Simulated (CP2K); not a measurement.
Consider trimethylsilane at its PBE geometry (Å).

```xyz
14

C     0.1782    1.7037   -0.5044
Si   -0.1135    0.1155    0.4567
C    -1.5457   -0.8485   -0.2851
C     1.4448   -0.9347    0.4776
H    -0.7190    2.3393   -0.5077
H     0.4401    1.4899   -1.5516
H     0.9999    2.2894   -0.0676
H    -0.4644    0.4741    1.8711
H    -1.7423   -1.7711    0.2798
H    -1.3316   -1.1331   -1.3264
H    -2.4703   -0.2533   -0.2854
H     1.7417   -1.2220   -0.5423
H     2.2865   -0.3907    0.9301
H     1.2955   -1.8584    1.0551
```

Method: CP2K XAS_TDP, all-electron GAPW, PBEh(45%), aug-pc-1, TDA, GW2X-corrected core level, no relativity.

Question: Where do the C K-edge lines lie, and how strong are they?

Leading lines: C1 289.49 eV. The leading line of an atom is its first one with 35 % of the strongest within 2.5 eV of its lowest line over the strength cut. Core ionisation energies at this level: C1 290.74 eV.

The first six lines of each atom with a strength over 0.0015:

| atom | energy (eV) | states | strength, one atom | above the computed threshold |
| --- | --- | --- | --- | --- |
| C1 (bonded to Si and 3 H), 3 alike | 288.72 | 1 | 0.0026 |  |
|  | 289.49 | 2 | 0.0335 |  |
|  | 290.13 | 1 | 0.0043 |  |
|  | 290.38 | 1 | 0.0039 |  |
|  | 290.48 | 1 | 0.0108 |  |
|  | 290.62 | 1 | 0.0017 |  |

Lines are vertical, at one geometry, with no vibrational structure. GW2X ionisation energies and lines can be off by 1 to 2 eV either way, and a good line position may hide errors that cancel. These values hold no scalar relativity, about 0.1 eV for C 1s. Rydberg lines, and the discretised continuum above threshold, depend on the basis and the box.

[Banner, clock and machine lines of the logs are left out without a mark of their own.]

[Logs are printed without paths, hosts, clocks, repeated set-up lines and the standing remarks that a program may print on its own settings, such as how far it seeks lower states.]

[Hosts, paths, dates, database ids (printed as entryN), source tags and the programs' standing remarks are cut or masked in the printed files.]
